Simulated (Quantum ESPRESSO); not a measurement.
# Wannier-interpolated electron–phonon scattering in Ta (Im-3m), part 2 of 2

How strongly do phonons scatter the electrons of Ta (Im-3m), and how dense must the meshes be?

Quantum ESPRESSO 7.5; DFT PBE, scalar-relativistic, plane waves, PseudoDojo 0.4.1 norm-conserving pseudopotentials.

So far. Step 11 (Resistivity: fine k 32×32×32, q 16×16×16, adaptive …): ρ(300 K) = 16.1 μΩ cm, against 14.7 before (+9 %); the relaxation-time start gave 17.0. The largest adaptive width printed is 0.45 eV, against a window of 0.32 eV outside which no state is counted.

## Step 12: Coupling and Tc: fine k 32×32×32, q 16×16×16, width 0.1 eV, window 0.41 eV (continued)

The a2F by phonon energy; read off at these points:

```csv
phonon energy (meV),a2F
0.50,5.1e-4
1.00,0.00336
1.50,0.00707
2.00,0.0102
2.50,0.0148
3.00,0.0261
3.50,0.0358
4.00,0.0503
4.50,0.0582
5.00,0.0814
5.50,0.0889
6.00,0.130
6.50,0.154
7.00,0.160
7.50,0.210
8.00,0.265
8.50,0.262
9.00,0.305
9.50,0.441
10.00,0.637
10.35,0.752
10.50,0.744
11.00,0.570
11.50,0.396
12.00,0.346
12.50,0.353
13.00,0.467
13.50,0.430
14.00,0.391
14.50,0.488
15.00,0.709
15.50,1.01
16.00,1.19
16.50,1.28
17.00,0.948
17.50,0.414
18.00,0.176
18.50,0.112
19.00,0.0922
19.50,0.0579
20.00,0.0139
20.50,9.4e-4
21.00,4.6e-6
```

Tc lies where the eigenvalue is 1; mu* = 0.13. Eigenvalue against temperature:

```csv
T (K),largest eigenvalue of the linearised gap equation
0.5,3.875
1,3.216
2,2.563
4,1.92
8,1.292
16,0.7045
32,0.2478
```

λ = 1.11 and ħω_log = 10.9 meV, against 1.16 and 11.2 with fine k 20×20×20, q 10×10×10, width 0.15 eV (-5 % in λ). The eigenvalue passes 1 near 11 K.

## Step 13: Coupling and Tc: fine k 32×32×32, q 16×16×16, width 0.05 eV, window 0.3 eV

The sum is repeated with other delta width and window to test it.

a2f-3.in reads:

```
--
 &inputepw
    prefix='x',
    outdir='./tmp',
    dvscf_dir='./save',
    elph=.true.,
    etf_mem=1,
    nbndsub=9,
    bands_skipped='exclude_bands = 1-4',
    use_ws=.true.,
    vme='wannier',
    asr_typ='crystal',
    nk1=8,
    nk2=8,
    nk3=8,
    nq1=4,
    nq2=4,
    nq3=4,
    amass(1)=180.9479,
    epwwrite=.false.,
    epwread=.true.,
    wannierize=.false.,
    nkf1=32,
    nkf2=32,
    nkf3=32,
    nqf1=16,
    nqf2=16,
    nqf3=16,
    mp_mesh_k=.true.,
    ephwrite=.true.,
    eliashberg=.true.,
    liso=.true.,
    limag=.true.,
    tc_linear=.true.,
    tc_linear_solver='lapack',
    fsthick=0.3,
    degaussw=0.05,
    degaussq=0.5,
    nqstep=500,
    muc=0.13,
    wscut=0.3,
    nsiter=500,
    nstemp=7,
    temps=0.5 1.0 2.0 4.0 8.0 16.0 32.0,
 /
```

Command:

```bash
$ OMP_NUM_THREADS=1 mpirun -n 8 epw.x -nk 8 -in a2f-3.in > a2f-3.out
```

It took 11 min on 8 MPI ranks of Arm Neoverse N1, shared host.

Numbers from this step:

| Property | Result |
| --- | --- |
| coupling constant λ | 1.115 |
| log mean phonon energy ħω_log | 11.09 meV |
| density of states at the Fermi level | 0.6722 states/eV a spin and cell |

Table of a2F by phonon energy; read off at these points:

```csv
phonon energy (meV),a2F
0.50,4.4e-4
1.00,0.00272
1.50,0.00570
2.00,0.00846
2.50,0.0127
3.00,0.0230
3.50,0.0345
4.00,0.0493
4.50,0.0536
5.00,0.0730
5.50,0.0834
6.00,0.127
6.50,0.154
7.00,0.152
7.50,0.195
8.00,0.248
8.50,0.257
9.00,0.302
9.50,0.447
10.00,0.670
10.35,0.788
10.50,0.776
11.00,0.598
11.50,0.430
12.00,0.386
12.50,0.385
13.00,0.494
13.50,0.458
14.00,0.413
14.50,0.515
15.00,0.735
15.50,1.03
16.00,1.17
16.50,1.26
17.00,0.924
17.50,0.398
18.00,0.182
18.50,0.121
19.00,0.1000
19.50,0.0635
20.00,0.0147
20.50,8.4e-4
21.00,4.6e-6
```

λ = 1.11 and ħω_log = 11.1 meV, against 1.11 and 10.9 with fine k 32×32×32, q 16×16×16, width 0.1 eV (+1 % in λ). The eigenvalue passes 1 near 12 K.

## Step 14: Outcome

```
Wannier functions, band error                                                  : 9 functions; 10 meV r.m.s.
coupling constant λ, fine k 32×32×32, q 16×16×16, width 0.1 eV, window 0.41 eV : 1.11
ħω_log                                                                         : 10.9 meV
Tc at μ* = 0.13, Allen–Dynes                                                   : 9.5 K
resistivity at 300 K, 24×24×24                                                 : 14.7 μΩ cm
resistivity at 300 K, 32×32×32                                                 : 16.1 μΩ cm
```

**Reading.** Step 12: Twice the integral of α²F/ω over this curve gives λ = 1.1, half of it from below 11.7 meV. Step 13: The coupling constant from the curve is λ = 1.1; modes below 11.9 meV give half. Step 13: Distinct peaks of the a2F stand at 10.35 and 16.47 meV; the one at 16.5 meV is strongest. On the finest meshes run, Ta (Im-3m) has λ = 1.1 and a phonon-limited resistivity of 16.1 μΩ cm at 300 K. The last refinement of the mesh moved the resistivity by 9 %, so it is not converged, and no rank of the meshes against a measured value means much. On the finest mesh the adaptive width still reaches 0.45 eV against a window of 0.32 eV; the window, which cuts off final states, was not widened. N(E_F) runs from 0.65 to 0.67 states/eV a spin over these sums; λ is quoted for fine k 32×32×32, q 16×16×16, width 0.1 eV. The Eliashberg Tc is interpolated in log T between temperatures a factor of two apart, and its μ* acts up to a cut-off of 0.3 eV, so it weighs less than the same number in Allen and Dynes's formula. Over the sums on sound settings, λ spans 1.11 to 1.16, and the Allen–Dynes Tc 9.5 to 10 K. Between 150 and 500 K the resistivity rises by a factor of 3.59, against 3.33 for a straight line through the origin. The rows at 400 and 500 K moved by more than 10 % in the last refinement. The Sommerfeld coefficient follows from γ = (π²/3) k_B² N(E_F)(1 + λ), with twice the density of states a spin that EPW reads on the fine mesh at this width. Spin–orbit coupling is left out, though Ta is heavy. The q mesh of ph.x (4×4×4), the k mesh and smearing of the ground state (12×12×12) and EPW's coarse k mesh (8×8×8) were not varied. Only scattering by harmonic phonons counts; impurities, grain boundaries and thermal expansion are left out, and μ* is typed.

Computed beside measured:

| quantity | measured | 24×24×24 | 32×32×32 | k 20×20×20, 0.15 eV | k 32×32×32, 0.1 eV | k 32×32×32, 0.05 eV | Allen–Dynes | Eliashberg |
| --- | --- | --- | --- | --- | --- | --- | --- | --- |
| resistivity at 300 K (computed: phonon part alone) (μΩ cm) | 13.5 | 14.72 (+9.0 %) | 16.07 (+19.1 %) | - | - | - | - | - |
| resistivity at 500 K (computed: phonon part alone) (μΩ cm) | 22.9 | 24.20 (+5.7 %) | 27.24 (+18.9 %) | - | - | - | - | - |
| Sommerfeld coefficient γ (per mole of Ta) (mJ/(mol K²)) | 5.7 | - | - | 6.61 (+16.0 %) | 6.44 (+13.1 %) | 6.70 (+17.6 %) | - | - |
| superconducting transition temperature (μ* = 0.13) (kelvin) | 4.5 | - | - | - | - | - | 9.52 (+111.6 %) | 11.29 (+151.0 %) |

Measured values from CRC Press, section 12, read from Wikipedia's data page (2003), NBS Monograph 21, table 3 (1960) and arxiv:1309.5331 (2013).

Verdict: For the resistivity at 300 K, of the levels listed nearest comes 24×24×24 (+9.0 %, fair agreement) and farthest 32×32×32 (+19.1 %, fair agreement). For the resistivity at 500 K, of the levels listed nearest comes 24×24×24 (+5.7 %, good agreement) and farthest 32×32×32 (+18.9 %, fair agreement). For the Sommerfeld coefficient γ, of the levels listed nearest comes k 32×32×32, 0.1 eV (+13.1 %, fair agreement) and farthest k 32×32×32, 0.05 eV (+17.6 %, fair agreement). For the superconducting transition temperature, of the levels listed nearest comes Allen–Dynes (+111.6 %, a clear miss) and farthest Eliashberg (+151.0 %, a clear miss). Limits of convergence are named above.

[The logs of pw.x and epw.x are selected lines.]

[Logs are printed without paths, hosts, clocks, repeated set-up lines and the standing remarks that a program may print on its own settings, such as how far it seeks lower states.]

[Hosts, paths, dates, database ids (printed as entryN), source tags and the programs' standing remarks are cut or masked in the printed files.]
